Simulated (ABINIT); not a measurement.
# Quasiparticle gap of LiHF2 (R-3m) in ABINIT, part 3 of 3

How does a plane-wave GW calculation on LiHF2 (R-3m) run from the first input to the gap?

ABINIT 10.8.3; LDA and many-body steps on it, plane waves. Known limits of the many-body steps: not at the basis limit.

So far. Step 3 (Bands along the symmetry lines): The gap is 8.102 eV, as in the run before at this level. Step 4 (Empty states on the mesh, 4×4×4 mesh, 26 bands): On this mesh the gap is 8.102 eV.

### Step 5. Screening, 4×4×4 mesh, 22 bands, screening to 87.1 eV

The RPA dielectric matrix is built and inverted for each q.

This step: RPA screening on LDA, plane waves, norm-conserving pseudopotentials.

run.abi reads:

```
acell 3*1.0 Angstrom
rprim 
  1.466983587415 0.846963369091 4.366688724100
  -1.466983587415 0.846963369091 4.366688724100
  0.000000000000 -1.693926738182 4.366688724100
ntypat 3
znucl 3 1 9
natom 4
typat 1 2 3 3
xred 
  0.000000000000 0.000000000000 0.000000000000
  0.500000000000 0.500000000000 0.500000000000
  0.413301880000 0.413301880000 0.413301880000
  0.586698120000 0.586698120000 0.586698120000
pp_dirpath "pseudos"
pseudos "Li.upf, H.upf, F.upf"
ecut 36
ngkpt 4 4 4
nshiftk 1
shiftk 0 0 0
kptopt 1
chksymbreak 0
istwfk *1
occopt 1
irdwfk 1
optdriver 3
nband 22
ecuteps 3.2
inclvkb 2
awtr 1
symchi 1
indata_prefix "in"
outdata_prefix "out"
tmpdata_prefix "tmp"
```

Command:

```sh
$ OMP_NUM_THREADS=1 mpirun -n 4 abinit run.abi > log
```

Numbers of over 12 decimals in the logs are rounded to 6 here.

The log of the run:

```text
.Version 10.8.3 of ABINIT. v10.8.2 released Aug 2026.

 Symmetries : space group R-3 m (#166); Bravais hR (rhombohedral)
[... echo of the input left out ...]
== DATASET  1 ==================================================================
-   mpi_nproc: 4, omp_nthreads: 1 (-1 if OMP is not activated)

--- !DatasetInfo
iteration_state: {dtset: 1, }
dimensions: {natom: 4, nkpt: 13, mband: 22, nsppol: 1, nspinor: 1, nspden: 1, mpw: 2290, }
cutoff_energies: {ecut:  36.0, pawecutdg:  -1.0, }
electrons: {nelect:   1.80000000E+01, charge:   0.00000000E+00, occopt:   1.00000000E+00, tsmear:   1.00000000E-02, }

 SCREENING: Calculation of the susceptibility and dielectric matrices

 Based on a program developped by R.W. Godby, V. Olevano, G. Onida, and L. Reining.
 Incorporated in ABINIT by V. Olevano, G.-M. Rignanese, and M. Torrent.
.Using double precision arithmetic ; gwpc =  8

[... cell and pseudopotentials left out ...]
--------------------------------------------------------------------------------

 ==== K-mesh for the wavefunctions ====
 Number of points in the irreducible wedge :    13
[... list of points left out ...]
 Together with 12 symmetry operations and time-reversal symmetry
 yields    64 points in the full Brillouin Zone.

 ==== Q-mesh for the screening function ====
 Number of points in the irreducible wedge :    13
[... list of points left out ...]
 Together with 12 symmetry operations and time-reversal symmetry
 yields    64 points in the full Brillouin Zone.

 setmesh: FFT mesh size selected  =    32x   32x   32
          total number of points  =        32768

 vcoul_init : cutoff-mode = AUXILIARY_FUNCTION
 q-points for optical limit:   1
     1)      0.000010    0.000020    0.000030

- screening: taking advantage of time-reversal symmetry
- Maximum band index for partially occupied states nbvw = 9
- Remaining bands to be divided among processors   nbcw = 13
- Number of bands treated by each node ~3

 Number of electrons calculated from density =   18.0000; Expected =   18.0000
 average of density, n =  0.081937
 r_s =    1.4283
 omega_plasma =   27.6119 [eV]

 calculating chi0 at frequencies [eV] :
  1    0.000000E+00    0.000000E+00
  2    0.000000E+00    2.761194E+01

--------------------------------------------------------------------------------
  q-point number  1        q = ( 0.000000, 0.000000, 0.000000) [r.l.u.]
--------------------------------------------------------------------------------
[... chi0 elements left out ...]
 For q-point:  0.000010 0.000020 0.000030
  dielectric constant =   1.8663
  dielectric constant without local fields =   1.9197

  Average fulfillment of the sum rule on Im[epsilon] for q-point    1 :     23.08  [%]
[... wings left out ...]
  q-point number  2        q = ( 0.250000, 0.000000, 0.000000) [r.l.u.]
--------------------------------------------------------------------------------
[... chi0 elements left out ...]
  Average fulfillment of the sum rule on Im[epsilon] for q-point    2 :     32.34  [%]

 [... 11 further q-points ...]
```

Wall time 8.6 s (4 MPI ranks of Arm Neoverse V1, shared host); peak memory 0.64 GiB; 34 s of CPU time.

This step gave:

- ε∞ with local fields, on this mesh, along the program's q direction: 1.866
- the same without local fields: 1.920
- plasma frequency: 27.61 eV
- plane waves in the screening matrix: 61

Local fields lower ε∞ by 3 %.

### Step 6. Self-energy, 4×4×4 mesh, 22 bands, screening to 87.1 eV

The self-energy is evaluated for the states that the input lists, and the levels follow from it, in one-shot runs by the linearised quasiparticle equation.

This step: G0W0 on LDA, plane waves, norm-conserving pseudopotentials.

run.abi: that of step 5 with these lines changed.

```diff
@@ -25,8 +25,17 @@
 irdwfk 1
-optdriver 3
+optdriver 4
 nband 22
+gwcalctyp 0
+ecutsigx 36
+symsigma 1
+nkptgw 2
+kptgw 
+  0.5000000000 0.5000000000 0.5000000000
+  0.0000000000 0.0000000000 0.0000000000
+bdgw 
+  8 11
+  8 11
 ecuteps 3.2
-inclvkb 2
-awtr 1
-symchi 1
+irdscr 1
+ppmodel 1
 indata_prefix "in"
```

The log of the run:

```text
.Version 10.8.3 of ABINIT. v10.8.2 released Aug 2026.

 Symmetries : space group R-3 m (#166); Bravais hR (rhombohedral)
[... echo of the input left out ...]
== DATASET  1 ==================================================================
-   mpi_nproc: 4, omp_nthreads: 1 (-1 if OMP is not activated)

--- !DatasetInfo
iteration_state: {dtset: 1, }
dimensions: {natom: 4, nkpt: 13, mband: 22, nsppol: 1, nspinor: 1, nspden: 1, mpw: 2290, }
cutoff_energies: {ecut:  36.0, pawecutdg:  -1.0, }
electrons: {nelect:   1.80000000E+01, charge:   0.00000000E+00, occopt:   1.00000000E+00, tsmear:   1.00000000E-02, }

 SIGMA: Calculation of the GW corrections

 Based on a program developped by R.W. Godby, V. Olevano, G. Onida, and L. Reining.
 Incorporated in ABINIT by V. Olevano, G.-M. Rignanese, and M. Torrent.
.Using double precision arithmetic ; gwpc =  8

[... cell and pseudopotentials left out ...]
--------------------------------------------------------------------------------

 ==== K-mesh for the wavefunctions ====
 Number of points in the irreducible wedge :    13
[... list of points left out ...]
 Together with 12 symmetry operations and time-reversal symmetry
 yields    64 points in the full Brillouin Zone.

 ==== Q-mesh for screening function ====
 Number of points in the irreducible wedge :    13
[... list of points left out ...]
 Together with 12 symmetry operations and time-reversal symmetry
 yields    64 points in the full Brillouin Zone.

 vcoul_init : cutoff-mode = AUXILIARY_FUNCTION
 q-points for optical limit:   1
     1)      0.000010    0.000020    0.000030
 setmesh: FFT mesh size selected  =    48x   48x   48
          total number of points  =       110592

 Number of electrons calculated from density =   18.0000; Expected =   18.0000
 average of density, n =  0.081937
 r_s =    1.4283
 omega_plasma =   27.6119 [eV]

 === KS Band Gaps ===
  >>>> For spin  1
   Minimum direct gap =   8.3056 [eV], located at k-point      :   0.0000  0.0000  0.0000
   Fundamental gap    =   8.1022 [eV], Top of valence bands at :   0.5000  0.5000  0.5000
                                       Bottom of conduction at :   0.0000  0.0000  0.0000
 SIGMA fundamental parameters:
 PLASMON POLE MODEL  1
 number of plane-waves for SigmaX                 2267
 number of plane-waves for SigmaC and W             61
 number of plane-waves for wavefunctions          2267
 number of bands                                    22
 number of independent spin polarizations            1
 number of spinorial components                      1
 number of k-points in IBZ                          13
 number of q-points in IBZ                          13
 number of symmetry operations                      12
 number of k-points in BZ                           64
 number of q-points in BZ                           64
 number of frequencies for dSigma/dE                 9
 frequency step for dSigma/dE [eV]                0.25
 number of omega for Sigma on real axis              0
 max omega for Sigma on real axis  [eV]           0.00
 zcut for avoiding poles [eV]                     0.10

 EPSILON^-1 parameters (SCR file):
 dimension of the eps^-1 matrix on file             61
 dimension of the eps^-1 matrix used                61
 number of plane-waves for wavefunctions          2267
 number of bands                                    22
 number of q-points in IBZ                          13
 number of frequencies                               2
 number of real frequencies                          1
 number of imag frequencies                          1

 matrix elements of self-energy operator (all in [eV])

 Perturbative Calculation

--- !SelfEnergy_ee
iteration_state: {dtset: 1, }
kpoint     : [   0.500,    0.500,    0.500, ]
spin       : 1
KS_gap     :    8.980
QP_gap     :   14.278
Delta_QP_KS:    5.298
data: !SigmaeeData |
     Band     E0 <VxcDFT>   SigX SigC(E0)      Z dSigC/dE  Sig(E)    E-E0       E
        8  -2.764 -22.870 -31.005   4.888   0.832  -0.202 -25.571  -2.701  -5.465
        9  -2.764 -22.870 -31.005   4.888   0.832  -0.202 -25.571  -2.701  -5.465
       10   6.216 -10.500  -5.353  -2.265   0.901  -0.110  -7.903   2.597   8.813
       11   9.482 -12.487  -6.738  -2.450   0.893  -0.120  -9.541   2.947  12.429

--- !SelfEnergy_ee
iteration_state: {dtset: 1, }
kpoint     : [   0.000,    0.000,    0.000, ]
spin       : 1
KS_gap     :    8.306
QP_gap     :   13.506
Delta_QP_KS:    5.201
data: !SigmaeeData |
     Band     E0 <VxcDFT>   SigX SigC(E0)      Z dSigC/dE  Sig(E)    E-E0       E
        8  -2.967 -22.668 -30.855   4.896   0.831  -0.203 -25.405  -2.737  -5.704
        9  -2.967 -22.668 -30.855   4.896   0.831  -0.203 -25.405  -2.737  -5.704
       10   5.338 -11.080  -6.071  -2.277   0.902  -0.109  -8.617   2.464   7.802
       11  10.038  -9.600  -3.792  -2.485   0.904  -0.106  -6.595   3.004  13.043

== END DATASET(S) ==============================================================
================================================================================

 -outvars: echo values of variables after computation  --------
           etotal      0.0000000000E+00
            nband          22
             nkpt          13
          spgroup         166
 [... the other variables as echoed above ...]

 Calculation completed.
```

Elapsed: 3.1 s, on 4 MPI ranks; peak memory 0.31 GiB.

Numbers from this step:

```
G0W0 gap on the points computed              : 13.27 eV
starting gap on the mesh                     : 8.102 eV
k of the valence top                         : 0.5, 0.5, 0.5
k of the conduction bottom                   : 0, 0, 0
Z at the valence top                         : 0.832
Z at the conduction bottom                   : 0.902
least direct G0W0 gap on the computed points : 13.51 eV
```

The gap on the mesh goes from 8.10 eV to 13.27 eV, a correction of +5.16 eV.

Limits: finite bands, cutoff and mesh. v1 is the top filled band, c1 the lowest empty one. The levels before and after the correction (eV, zero at the valence-band top of each column):

|  | conduction bottom | valence top |
| --- | --- | --- |
| Kohn-Sham | 8.10 | 0.00 |
| G0W0 | 13.27 | 0.00 |

|  | level | energy (eV) |
| --- | --- | --- |
| Kohn-Sham | (0.5 0.5 0.5) v2-v1 | 0.000 |
| Kohn-Sham | (0.5 0.5 0.5) c1 | 8.980 |
| Kohn-Sham | (0.5 0.5 0.5) c2 | 12.245 |
| Kohn-Sham | Γ v2-v1 | -0.203 |
| Kohn-Sham | Γ c1 | 8.102 |
| Kohn-Sham | Γ c2 | 12.802 |
| G0W0 | (0.5 0.5 0.5) v2-v1 | 0.000 |
| G0W0 | (0.5 0.5 0.5) c1 | 14.278 |
| G0W0 | (0.5 0.5 0.5) c2 | 17.894 |
| G0W0 | Γ v2-v1 | -0.239 |
| G0W0 | Γ c1 | 13.267 |
| G0W0 | Γ c2 | 18.508 |

### Step 7. Where the time went

Times are wall times on 4 MPI ranks of Arm Neoverse V1, shared host, good to a factor of about two.

| step | time | share | memory (GiB) |
| --- | --- | --- | --- |
| ground state | 30 s | 50 % | 0.36 |
| bands along the symmetry lines | 12 s | 20 % | 0.3 |
| empty states on the mesh | 6.1 s | 10 % | 0.27 |
| screening | 8.6 s | 14 % | 0.64 |
| self-energy | 3.1 s | 5 % | 0.31 |

### Step 8. Outcome

```yaml
lda_gap: 8.10 eV, indirect
g0w0_gap_on_the_mesh: 13.27 eV
gw_settings: 4×4×4 mesh, 22 bands, screening to 87.1 eV, Godby-Needs plasmon pole
known_limits: not at the basis limit
```

**Reading.** G0W0 moves the gap on the mesh from 8.10 eV to 13.27 eV (+5.16 eV), with Z of 0.83 and 0.90 at the edges. Local fields lower the RPA ε∞ on this mesh from 1.92 to 1.87. Only 2 of the mesh's irreducible points were corrected, so a valley elsewhere could overtake. The dearest step here is «ground state». Bands and cutoff are finite, so the gap is not at the basis limit. The miss can reach some tenths of an eV and take either sign; the mesh is an error of its own. In the G0W0 run levels were corrected at 2 k points alone, so a gap called «on the mesh» is the least over those, and an edge elsewhere would be missed.

[Paths, hosts, dates, memory and timing lines, banners, echoed tables and standing remarks are left out of the program output.]

[Logs are printed without paths, hosts, clocks, repeated set-up lines and the standing remarks that a program may print on its own settings, such as how far it seeks lower states.]

[Runs of the session that timed out or met a known fault of the program may be left out.]

[Hosts, paths, dates, database ids (printed as entryN), source tags and the programs' standing remarks are cut or masked in the printed files.]

[G0W0 gaps are taken among the corrected bands and points alone; a level outside them can change the order at an edge.]

[Where Ansatz stands beside ABINIT at settings called matched, ABINIT's density can come from a denser mesh and the files from another edition; pairs whose starting gaps differed by over 0.03 eV were left out, so agreement reads better than it is.]
